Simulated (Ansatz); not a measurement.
# Decaying states in the gap of Ca2CdMoO6, part 3 of 3

A new crystal, Ca2CdMoO6: structure, gap and complex bands. It is built by putting Ca for Ba in the Ba2CdMoO6 structure of space group Fm-3m, with the volume rescaled by atomic radii. The parent structure comes from the Materials Project.

Ansatz 0.2.0; PBE DFT, plane waves, PAW files (the session's first sound run).

So far, gap on the k-mesh (eV): step 3 (band edges, PBE) 2.09; step 5 (PBEsol) 2.05.

The structure was built from a prototype and need not be the compound's stable phase.

### Step 7. The same cell, other settings

This step: LDA DFT, plane waves, PAW files; complex bands by layer matching along the plane's normal; changed: hamiltonian.xc = "lda", scf.convergence.dr2_threshold = 1e-06 (Ansatz 0.2.0).

This run repeats an earlier one, its twin (the complex run, plane (111)), with two settings changed (hamiltonian.xc, scf.convergence.dr2_threshold; files written aside). It is meant to test how much rests on the functional and whether the numerical route changes the result or only the time. Where the input is shown as a difference, that is against the step before, not the twin.

Input file input.yaml:

```yaml
crystal:
  lattice:
    - [5.798321125, 0.0, 0.0]
    - [2.899160562, 5.021493393, 0.0]
    - [2.899160562, 1.673831131, 4.734309373]
  atoms:
    - { symbol: Ca, position: [0.75, 0.75, 0.75] }
    - { symbol: Ca, position: [0.25, 0.25, 0.25] }
    - { symbol: Cd, position: [0.5, 0.5, 0.5] }
    - { symbol: Mo, position: [0.0, 0.0, 0.0] }
    - { symbol: O, position: [0.7674856043, 0.7674856043, 0.2325143957] }
    - { symbol: O, position: [0.2325143957, 0.2325143957, 0.7674856043] }
    - { symbol: O, position: [0.2325143957, 0.7674856043, 0.2325143957] }
    - { symbol: O, position: [0.7674856043, 0.2325143957, 0.7674856043] }
    - { symbol: O, position: [0.7674856043, 0.2325143957, 0.2325143957] }
    - { symbol: O, position: [0.2325143957, 0.7674856043, 0.7674856043] }
kpoints:
  mp_grid: { grid: [6, 6, 6] }
scf:
  occupations: { method: fixed }
  convergence: { dr2_threshold: 1.0e-06 }
hamiltonian:
  xc: lda
output:
  eigenvalues: true
  transmission:
    leads: [[0, 0]]
    kpoints: [[0.0, 0.0], [-0.5, 0.0], [0.5, 0.0]]
    e_range: [-1.0, 3.09]
    de: 0.1
```

Command:

```sh
$ ansatz run input.yaml --threads 2 --pin off --max-ram 4096MiB --backend cpu --events-out ev --progress --plain --runs-dir out
```

Numbers of over 12 decimals in the logs are rounded to 6 here.

Log:

```text
[...]
Crystal: 10 atoms, lattice volume = 137.845 Å³
Basis set: ecut = 420 eV, 2733 PW (Γ)
Bands: 55, of which v1, the nominal top of the filled ones, is band 45 counted from 1 (44 counted from 0)
Symmetry: 48 space group operations
[...]
k-points: 16 of 216
[...]
SCF iter   1: F=—  HF=-19843.579318 eV  |F-HF|=—  |Δ(HF+E_count)|=         —  Δρ=1.64e-2  dr2=3.36e-1  ethr=1.77e-3  ⟨swp⟩=5.5  Hψ=3210  notcnv=0  defer=109
[...]
SCF iter   7: F=-19843.488949 eV  HF=-19843.488949 eV  |F-HF|=2.12e-7  |Δ(HF+E_count)|=   2.15e-7  Δρ=1.39e-5  dr2=4.27e-7  ethr=1.11e-9  ⟨swp⟩=12.8  Hψ=3778  notcnv=0
SCF 1 converged in 7 iterations: F = -19843.488949 eV  dr2 = 4.27e-7
[...]
transmission: 9 of 27 steps passed
transmission: 18 of 27 steps passed
transmission: 27 of 27 steps passed
SCF converged after 7 iterations
Free energy (F): -19843.488949 eV
[...]
Internal energy: -19843.488949 eV  (E = F + TS)
E sigma→0 (E₀):  -19843.488949 eV
Fermi energy:    8.341870 eV
[...]
--- Band table (eV; the first three rows and the last of 16) ---
  k-point 0: bands = [... 41 lower, 7.2733, 8.0298, 8.0298, 8.0298, 10.5971, 10.5971, 10.5971, 11.6702, ... 6 higher]
  k-point 1: bands = [... 41 lower, 7.5391, 7.8932, 7.8932, 7.9654, 10.5745, 10.6592, 10.6592, 12.0775, ... 6 higher]
  k-point 2: bands = [... 41 lower, 7.5338, 7.8079, 8.0995, 8.0995, 10.5001, 10.7298, 10.7298, 12.8501, ... 6 higher]
  k-point 15: bands = [... 41 lower, 7.3965, 7.4626, 7.5086, 7.7925, 10.5290, 10.9906, 11.2912, 12.7460, ... 6 higher]
--- Transmission ---
  basis      : 253 plane waves across, 9 finite elements along
  points     : 3, as listed
[...]
channels       : 0.000000e0 a spin
[...]
slowest decay  : 0.2900 /Å at (-0.5000, 0.0000)
```

It took 62 s on 2 threads of Arm Neoverse V2, shared host; peak memory 0.81 GiB.

Numbers from this step:

```
free energy                                               : -19843.4889 eV
Fermi energy                                              : 8.342 eV
gap on the k-mesh                                         : 2.021 eV
level to which the leads are filled                       : 1.010 eV from the Fermi level
decay constant at the filling level, zone centre          : 0.3328 Å⁻¹
decay constant at the filling level, slowest listed point : 0.29 Å⁻¹
```

K parallel (0, 0); values up to 1.5 1/Å, a degenerate pair printed once or twice; energies at which all values exceed this have no row. The Im kz of the slowest decaying states by energy, zero at the highest filled level on the SCF mesh:

```csv
energy (eV),decay 1 (Å⁻¹),decay 2 (Å⁻¹),decay 3 (Å⁻¹),decay 4 (Å⁻¹)
-1.00,0.0177,0.0908,0.164,0.294
-0.80,0.173,0.182,0.341,0.583
-0.70,0.126,0.199,0.359,0.587
-0.50,0.238,0.385,0.594,0.718
-0.40,0.254,0.395,0.598,0.715
-0.20,0.182,0.277,0.279,0.411
0.00,0.0151,0.287,0.298,0.422
0.10,0.134,0.306,0.322,0.426
0.30,0.225,0.318,0.375,0.431
0.40,0.256,0.323,0.396,0.432
0.60,0.304,0.329,0.431,0.625
0.80,0.333,0.342,0.432,0.453
0.90,0.333,0.358,0.428,0.464
1.10,0.332,0.385,0.420,0.482
1.20,0.330,0.397,0.414,0.490
1.40,0.324,0.399,0.417,0.501
1.60,0.315,0.378,0.432,0.509
1.70,0.308,0.364,0.437,0.512
1.90,0.291,0.325,0.417,0.444
2.00,0.279,0.295,0.323,0.444
2.20,0.168,0.228,0.430,0.515
2.40,0.279,0.299,0.511,0.575
2.50,0.312,0.372,0.509,0.566
2.70,0.265,0.421,0.501,0.543
2.80,0.237,0.462,0.496,0.539
3.00,0.186,0.485,0.509,0.522
```

K parallel (-0.5, 0); values up to 1.5 1/Å, a degenerate pair printed once or twice; energies at which all values exceed this have no row. Im kz of the slowest decaying states against energy, zero at the highest filled level on the SCF mesh:

```csv
energy (eV),decay 1 (Å⁻¹),decay 2 (Å⁻¹),decay 3 (Å⁻¹),decay 4 (Å⁻¹)
-1.00,0.0121,0.0448,0.144,0.200
-0.70,0.135,0.300,0.306,0.443
-0.40,0.325,0.366,0.480,0.544
-0.10,0.349,0.385,0.395,0.469
0.00,0.0137,0.0145,0.355,0.403
0.10,0.120,0.123,0.361,0.411
0.40,0.222,0.234,0.373,0.429
0.70,0.270,0.293,0.378,0.440
1.00,0.290,0.327,0.377,0.450
1.30,0.288,0.339,0.367,0.459
1.60,0.262,0.329,0.337,0.471
1.90,0.196,0.229,0.292,0.484
2.10,0.0641,0.245,0.457,0.493
2.40,0.0299,0.0581,0.405,0.504
2.70,0.369,0.410,0.513,0.527
3.00,0.111,0.137,0.333,0.488
```

K parallel (0.5, 0); values up to 1.5 1/Å, a degenerate pair printed once or twice; energies at which all values exceed this have no row. Im kz of the slowest decaying states against energy, zero at the highest filled level on the SCF mesh:

```csv
energy (eV),decay 1 (Å⁻¹),decay 2 (Å⁻¹),decay 3 (Å⁻¹),decay 4 (Å⁻¹)
-1.00,0.0121,0.0448,0.144,0.200
-0.80,0.126,0.286,0.305,0.377
-0.60,0.220,0.307,0.322,0.456
-0.40,0.325,0.366,0.480,0.544
-0.20,0.316,0.342,0.386,0.443
0.00,0.0137,0.0145,0.355,0.403
0.20,0.165,0.171,0.365,0.418
0.40,0.222,0.234,0.373,0.429
0.60,0.258,0.276,0.377,0.437
0.80,0.279,0.306,0.379,0.444
1.00,0.290,0.327,0.377,0.450
1.20,0.291,0.338,0.372,0.456
1.40,0.282,0.339,0.360,0.463
1.60,0.262,0.329,0.337,0.471
1.80,0.225,0.285,0.308,0.480
2.00,0.104,0.154,0.271,0.486
2.20,0.208,0.435,0.496,0.595
2.40,0.0299,0.0581,0.405,0.504
2.60,0.351,0.381,0.510,0.552
2.80,0.358,0.479,0.515,0.566
3.00,0.111,0.137,0.333,0.488
```

The least decay constant is 0.29 Å⁻¹ against 0.298 Å⁻¹ in the twin: a change of -3 %.

### Step 8. What came out

| Property | Result |
| --- | --- |
| band gap | 2.09 eV |
| least decay constant at mid-gap, normal to (111) | 0.298 Å⁻¹ |
| least decay constant, PBEsol | 0.291 Å⁻¹ |

What this shows: With PBE, the slowest decay at the wavevectors tried is κ = 0.298 Å⁻¹, normal to (111). Through such a film the transmission near mid-gap falls as exp(−2κd), a factor of ten every 3.9 Å. A free electron under a barrier of half the gap would need a mass of 0.32 mₑ to decay at this rate. The slowest decay isn't at the zone centre. With PBEsol the gap goes from 2.09 to 2.05 eV and the decay constant, over the first 2 listed wavevectors, from 0.298 to 0.291 Å⁻¹. The compound is made up by substitution; its stability against other phases and against distortions of the cell's symmetry was not tested. A semilocal functional narrows gaps, so real decay constants are likely larger.

[Logs are printed without paths, hosts, clocks, repeated set-up lines and the standing remarks that a program may print on its own settings, such as how far it seeks lower states.]

[Hosts, paths, dates, database ids (printed as entryN), source tags and the programs' standing remarks are cut or masked in the printed files.]
